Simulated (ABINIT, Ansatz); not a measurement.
**Quasiparticle gap of MgB2C2 (Pnnm) in ABINIT**

Aim: the G0W0 gap of MgB2C2 (Pnnm) on PBEsol, step by step.

Main program and level: ABINIT 10.8.3; PBEsol and many-body steps on it, plane waves.

This is a report of a sequence of runs, with most program output left out.

### Step 1. Starting point

It takes space group Pnnm (No. 58, orthorhombic). Conventional cell: a = 4.615 Å, b = 7.179 Å, c = 2.765 Å, α = 90.00°, β = 90.00°, γ = 90.00°. Nearest to Mg lie 6 C at 2.32 to 2.40 Å and 6 B at 2.42 to 2.44 Å. Nearest to B lie 3 C at 1.57 to 1.59 Å and 3 Mg at 2.42 to 2.44 Å. Nearest to C lie 3 B at 1.57 to 1.59 Å and 3 Mg at 2.32 to 2.40 Å. Farther neighbours are not listed.

The cell and positions are those that the Materials Project relaxed with its own functionals (PBE, PBE+U or r2SCAN), kept fixed.

### Step 2. Ground state

This step: ABINIT 10.8.3; DFT, PBEsol, plane waves, norm-conserving pseudopotentials.

The ground-state density comes first.

File run.abi:

```
acell 3*1.0 Angstrom
rprim 
  4.614773700000 0.000000000000 0.000000000000
  0.000000000000 7.178871410000 0.000000000000
  0.000000000000 0.000000000000 2.765296290000
ntypat 3
znucl 12 5 6
natom 10
typat 1 1 2 2 2 2 3 3 3 3
xred 
  0.500000000000 0.500000000000 0.500000000000
  0.000000000000 0.000000000000 0.000000000000
  0.883450940000 0.729625690000 0.500000000000
  0.116549060000 0.270374310000 0.500000000000
  0.616549060000 0.229625690000 0.000000000000
  0.383450940000 0.770374310000 0.000000000000
  0.785476000000 0.220340420000 0.500000000000
  0.214524000000 0.779659580000 0.500000000000
  0.714524000000 0.720340420000 0.000000000000
  0.285476000000 0.279659580000 0.000000000000
pp_dirpath "pseudos"
pseudos "Mg.upf, B.upf, C.upf"
ecut 38
ngkpt 4 4 8
nshiftk 1
shiftk 0 0 0
kptopt 1
chksymbreak 0
nband 33
occopt 1
tolvrs 1e-10
nstep 60
prtwf 0
optforces 0
optstress 0
indata_prefix "in"
outdata_prefix "out"
tmpdata_prefix "tmp"
```

Started as:

```sh
OMP_NUM_THREADS=1 mpirun -n 8 abinit run.abi > log
```

Wall time 53 s (8 MPI ranks of Arm Neoverse V2, shared host); peak memory 0.82 GiB.

Numbers from this step:

| Quantity | Value |
| --- | --- |
| total energy | -4202.1937 eV |
| gap | 1.234 eV |
| k of the valence top | 0, 0, 0 |
| k of the conduction bottom | 0, 0, 0.25 |
| least direct gap | 1.745 eV |

The gap is indirect, with the least direct gap 0.51 eV higher.

### Step 3. Bands along the symmetry lines

Levels along a band path, at the cheap level, show where the edges lie and whether the meshes to come will hold them.

Edit run.abi of step 2 so:

```diff
@@ -23,14 +23,66 @@
 ecut 38
-ngkpt 4 4 8
-nshiftk 1
-shiftk 0 0 0
-kptopt 1
-chksymbreak 0
-nband 33
-occopt 1
-tolvrs 1e-10
-nstep 60
+iscf -2
+irdden 1
+kptopt 0
+nkpt 52
+kpt 
+  0.00000000 0.00000000 0.00000000
+  0.12500000 0.00000000 0.00000000
+  0.25000000 0.00000000 0.00000000
+  0.37500000 0.00000000 0.00000000
+  0.50000000 0.00000000 0.00000000
+  0.50000000 0.12500000 0.00000000
+  0.50000000 0.25000000 0.00000000
+  0.50000000 0.37500000 0.00000000
+  0.50000000 0.50000000 0.00000000
+  0.37500000 0.50000000 0.00000000
+  0.25000000 0.50000000 0.00000000
+  0.12500000 0.50000000 0.00000000
+  0.00000000 0.50000000 0.00000000
+  0.00000000 0.37500000 0.00000000
+  0.00000000 0.25000000 0.00000000
+  0.00000000 0.12500000 0.00000000
+  0.00000000 0.00000000 0.00000000
+  0.00000000 0.00000000 0.12500000
+  0.00000000 0.00000000 0.25000000
+  0.00000000 0.00000000 0.37500000
+  0.00000000 0.00000000 0.50000000
+  0.12500000 0.00000000 0.50000000
+  0.25000000 0.00000000 0.50000000
+  0.37500000 0.00000000 0.50000000
+  0.50000000 0.00000000 0.50000000
+  0.50000000 0.12500000 0.50000000
+  0.50000000 0.25000000 0.50000000
+  0.50000000 0.37500000 0.50000000
+  0.50000000 0.50000000 0.50000000
+  0.37500000 0.50000000 0.50000000
+  0.25000000 0.50000000 0.50000000
+  0.12500000 0.50000000 0.50000000
+  0.00000000 0.50000000 0.50000000
+  0.00000000 0.37500000 0.50000000
+  0.00000000 0.25000000 0.50000000
+  0.00000000 0.12500000 0.50000000
+  0.00000000 0.00000000 0.50000000
+  0.50000000 0.00000000 0.00000000
+  0.50000000 0.00000000 0.12500000
+  0.50000000 0.00000000 0.25000000
+  0.50000000 0.00000000 0.37500000
+  0.50000000 0.00000000 0.50000000
+  0.00000000 0.50000000 0.00000000
+  0.00000000 0.50000000 0.12500000
+  0.00000000 0.50000000 0.25000000
+  0.00000000 0.50000000 0.37500000
+  0.00000000 0.50000000 0.50000000
+  0.50000000 0.50000000 0.00000000
+  0.50000000 0.50000000 0.12500000
+  0.50000000 0.50000000 0.25000000
+  0.50000000 0.50000000 0.37500000
+  0.50000000 0.50000000 0.50000000
+istwfk *1
+nband 31
+nbdbuf 2
+tolwfr 1e-08
+nstep 40
 prtwf 0
-optforces 0
-optstress 0
+prtvol 0
 indata_prefix "in"
```

It took 30 s on 8 MPI ranks; peak memory 0.72 GiB; 4 min of CPU time.

Numbers from this step:

```
gap                        : 1.234 eV
k of the valence top       : 0, 0, 0
k of the conduction bottom : 0, 0, 0.25
least direct gap           : 1.745 eV
```

The gap is 1.234 eV, as in the run before at this level.

The electronic bands at the labelled points (eV, zero at the top of the highest filled band):

```csv
point,band 21,band 22,band 23,band 24,band 25,band 26,band 27,band 28
Γ,-1.09,-0.32,-0.24,0.00,1.74,2.43,3.80,5.64
halfway,-0.96,-0.94,-0.87,-0.76,1.90,2.85,4.10,5.13
X,-2.13,-2.13,-2.04,-2.04,2.60,2.60,5.52,5.52
halfway,-2.12,-2.12,-2.05,-2.05,3.36,3.36,5.54,5.54
S,-2.10,-2.10,-2.07,-2.07,4.60,4.60,5.10,5.10
halfway,-0.92,-0.92,-0.81,-0.81,3.09,3.09,5.27,5.27
Y,-0.37,-0.37,-0.28,-0.28,2.25,2.25,4.78,4.78
halfway,-0.79,-0.31,-0.25,-0.09,1.82,3.03,3.13,6.08
Γ,-1.09,-0.32,-0.24,0.00,1.74,2.43,3.80,5.64
halfway,-2.40,-2.38,-1.37,-0.92,1.23,3.08,3.33,6.00
Z,-3.12,-3.12,-1.00,-1.00,2.30,2.30,3.26,3.26
halfway,-2.74,-2.74,-1.09,-1.09,1.81,1.81,3.15,3.15
U,-2.33,-2.33,-1.27,-1.27,1.61,1.61,3.07,3.07
halfway,-2.24,-2.24,-1.40,-1.40,1.47,1.47,2.69,2.69
R,-2.02,-2.02,-1.67,-1.67,1.50,1.50,2.22,2.22
halfway,-2.23,-2.23,-1.73,-1.73,1.69,1.69,2.68,2.68
T,-2.44,-2.44,-1.88,-1.88,2.07,2.07,3.34,3.34
halfway,-2.88,-2.88,-1.33,-1.33,2.11,2.11,3.40,3.40
Z,-3.12,-3.12,-1.00,-1.00,2.30,2.30,3.26,3.26
jump to X,-2.13,-2.13,-2.04,-2.04,2.60,2.60,5.52,5.52
halfway,-2.63,-2.63,-1.79,-1.79,3.26,3.26,4.36,4.36
U,-2.33,-2.33,-1.27,-1.27,1.61,1.61,3.07,3.07
jump to Y,-0.37,-0.37,-0.28,-0.28,2.25,2.25,4.78,4.78
halfway,-2.28,-2.28,-1.00,-1.00,1.72,1.72,5.60,5.60
T,-2.44,-2.44,-1.88,-1.88,2.07,2.07,3.34,3.34
jump to S,-2.10,-2.10,-2.07,-2.07,4.60,4.60,5.10,5.10
```

### Step 4. Empty states on the mesh, 4×2×4 mesh, 254 bands

The sums over transitions need many empty states on a uniform mesh; this step solves for them.

File run.abi:

```
acell 3*1.0 Angstrom
rprim 
  4.614773700000 0.000000000000 0.000000000000
  0.000000000000 7.178871410000 0.000000000000
  0.000000000000 0.000000000000 2.765296290000
ntypat 3
znucl 12 5 6
natom 10
typat 1 1 2 2 2 2 3 3 3 3
xred 
  0.500000000000 0.500000000000 0.500000000000
  0.000000000000 0.000000000000 0.000000000000
  0.883450940000 0.729625690000 0.500000000000
  0.116549060000 0.270374310000 0.500000000000
  0.616549060000 0.229625690000 0.000000000000
  0.383450940000 0.770374310000 0.000000000000
  0.785476000000 0.220340420000 0.500000000000
  0.214524000000 0.779659580000 0.500000000000
  0.714524000000 0.720340420000 0.000000000000
  0.285476000000 0.279659580000 0.000000000000
pp_dirpath "pseudos"
pseudos "Mg.upf, B.upf, C.upf"
ecut 38
ngkpt 4 2 4
nshiftk 1
shiftk 0 0 0
kptopt 1
chksymbreak 0
iscf -2
irdden 1
istwfk *1
nband 254
nbdbuf 22
tolwfr 1e-09
nstep 60
prtvol 0
indata_prefix "in"
outdata_prefix "out"
tmpdata_prefix "tmp"
```

Elapsed: 4.2 min, on 8 MPI ranks; peak memory 1.2 GiB; 33 min of CPU time.

This step gave:

* gap: 1.234 eV
* k of the valence top: 0, 0, 0
* k of the conduction bottom: 0, 0, 0.25
* least direct gap: 1.745 eV
* k points computed: 18
* lowest point of the top converged band, above the valence top: 87.7420 eV

On this mesh the gap is 1.234 eV.

### Step 5. Screening, 4×2×4 mesh, 232 bands, screening to 217.7 eV

The RPA dielectric matrix is built and inverted for each q.

This step: RPA screening on PBEsol, plane waves, norm-conserving pseudopotentials.

Edit run.abi of step 4 so:

```diff
@@ -28,10 +28,11 @@
 chksymbreak 0
-iscf -2
-irdden 1
 istwfk *1
-nband 254
-nbdbuf 22
-tolwfr 1e-09
-nstep 60
-prtvol 0
+occopt 1
+irdwfk 1
+optdriver 3
+nband 232
+ecuteps 8
+inclvkb 2
+awtr 1
+symchi 1
 indata_prefix "in"
```

Run time: 7.6 min. Hardware: 8 MPI ranks; peak memory 7.4 GiB; 61 min of CPU time.

Numbers from this step:

- ε∞ with local fields, on this mesh, along the program's q direction: 8.419
- the same without local fields: 8.977
- plasma frequency: 26.88 eV
- plane waves in the screening matrix: 685

Local fields lower ε∞ by 6 %. On a Γ-centred mesh this coarse the value itself is usually too large, while a short band sum pulls it down.

### Step 6. Self-energy, 4×2×4 mesh, 232 bands, screening to 217.7 eV

The self-energy is evaluated for the states that the input lists, and the levels follow from it, in one-shot runs by the linearised quasiparticle equation.

This step: G0W0 on PBEsol, plane waves, norm-conserving pseudopotentials.

Edit run.abi of step 5 so:

```diff
@@ -31,8 +31,17 @@
 irdwfk 1
-optdriver 3
+optdriver 4
 nband 232
+gwcalctyp 0
+ecutsigx 38
+symsigma 1
+nkptgw 2
+kptgw 
+  0.0000000000 0.0000000000 0.0000000000
+  0.0000000000 0.0000000000 0.2500000000
+bdgw 
+  23 26
+  23 26
 ecuteps 8
-inclvkb 2
-awtr 1
-symchi 1
+irdscr 1
+ppmodel 1
 indata_prefix "in"
```

Elapsed: 95 s, on 8 MPI ranks; peak memory 8.6 GiB.

Numbers from this step:

| Property | Result |
| --- | --- |
| G0W0 gap on the points computed | 1.903 eV |
| starting gap on the mesh | 1.234 eV |
| k of the valence top | 0, 0, 0 |
| k of the conduction bottom | 0, 0, 0.25 |
| Z at the valence top | 0.792 |
| Z at the conduction bottom | 0.805 |
| least direct G0W0 gap on the computed points | 2.396 eV |

The gap on the mesh goes from 1.23 eV to 1.90 eV, a correction of +0.67 eV.

Limits: finite bands, cutoff and mesh; coarse k mesh. v1 is the top filled band, c1 the lowest empty one. The levels before and after the correction (eV, zero at the valence-band top of each column):

```csv
,conduction bottom,valence top
Kohn-Sham,1.23,0.00
G0W0,1.90,0.00
```

```csv
,level,energy (eV)
Kohn-Sham,Γ v2,-0.240
Kohn-Sham,Γ v1,0.000
Kohn-Sham,Γ c1,1.745
Kohn-Sham,Γ c2,2.429
Kohn-Sham,(0 0 0.25) v2,-1.367
Kohn-Sham,(0 0 0.25) v1,-0.921
Kohn-Sham,(0 0 0.25) c1,1.234
Kohn-Sham,(0 0 0.25) c2,3.084
G0W0,Γ v2,-0.348
G0W0,Γ v1,0.000
G0W0,Γ c1,2.396
G0W0,Γ c2,3.021
G0W0,(0 0 0.25) v2,-1.352
G0W0,(0 0 0.25) v1,-0.882
G0W0,(0 0 0.25) c1,1.903
G0W0,(0 0 0.25) c2,3.881
```

### Step 7. Where the time went

Times are wall times on 8 MPI ranks of Arm Neoverse V2, shared host, good to a factor of about two.

```csv
step,time,share,memory (GiB)
ground state,53 s,6 %,0.82
bands along the symmetry lines,30 s,3 %,0.72
empty states on the mesh,4.2 min,28 %,1.2
screening,7.6 min,52 %,7.4
self-energy,95 s,11 %,8.6
```

### Step 8. Summary of results

```
PBEsol gap           : 1.23 eV, indirect
G0W0 gap on the mesh : 1.90 eV
GW settings          : 4×2×4 mesh, 232 bands, screening to 217.7 eV, Godby-Needs plasmon pole
known limits         : not at the basis limit; coarse k mesh
```

In words: G0W0 moves the gap on the mesh from 1.23 eV to 1.90 eV (+0.67 eV), with Z of 0.79 and 0.81 at the edges. Local fields lower the RPA ε∞ on this mesh from 8.98 to 8.42; a Γ-centred mesh this coarse tends to raise both, most where the direct gap is narrow, while a short band sum lowers them. Only 2 of the mesh's irreducible points were corrected, so a valley elsewhere could overtake. The dearest step here is «screening». Bands and cutoff are finite, so the gap is not at the basis limit. The miss can reach some tenths of an eV and take either sign; the mesh is an error of its own. In the G0W0 run levels were corrected at 2 k points alone, so a gap called «on the mesh» is the least over those, and an edge elsewhere would be missed. The 4×2×4 mesh is coarse for this cell, which bears on the long-range parts of exchange and screening.

[Paths, hosts, dates, memory and timing lines, banners, echoed tables and standing remarks are left out of the program output.]

[Logs are printed without paths, hosts, clocks, repeated set-up lines and the standing remarks that a program may print on its own settings, such as how far it seeks lower states.]

[Runs of the session that timed out or met a known fault of the program may be left out.]

[Hosts, paths, dates, database ids (printed as entryN), source tags and the programs' standing remarks are cut or masked in the printed files.]

[G0W0 gaps are taken among the corrected bands and points alone; a level outside them can change the order at an edge.]

[Where Ansatz stands beside ABINIT at settings called matched, ABINIT's density can come from a denser mesh and the files from another edition; pairs whose starting gaps differed by over 0.03 eV were left out, so agreement reads better than it is.]
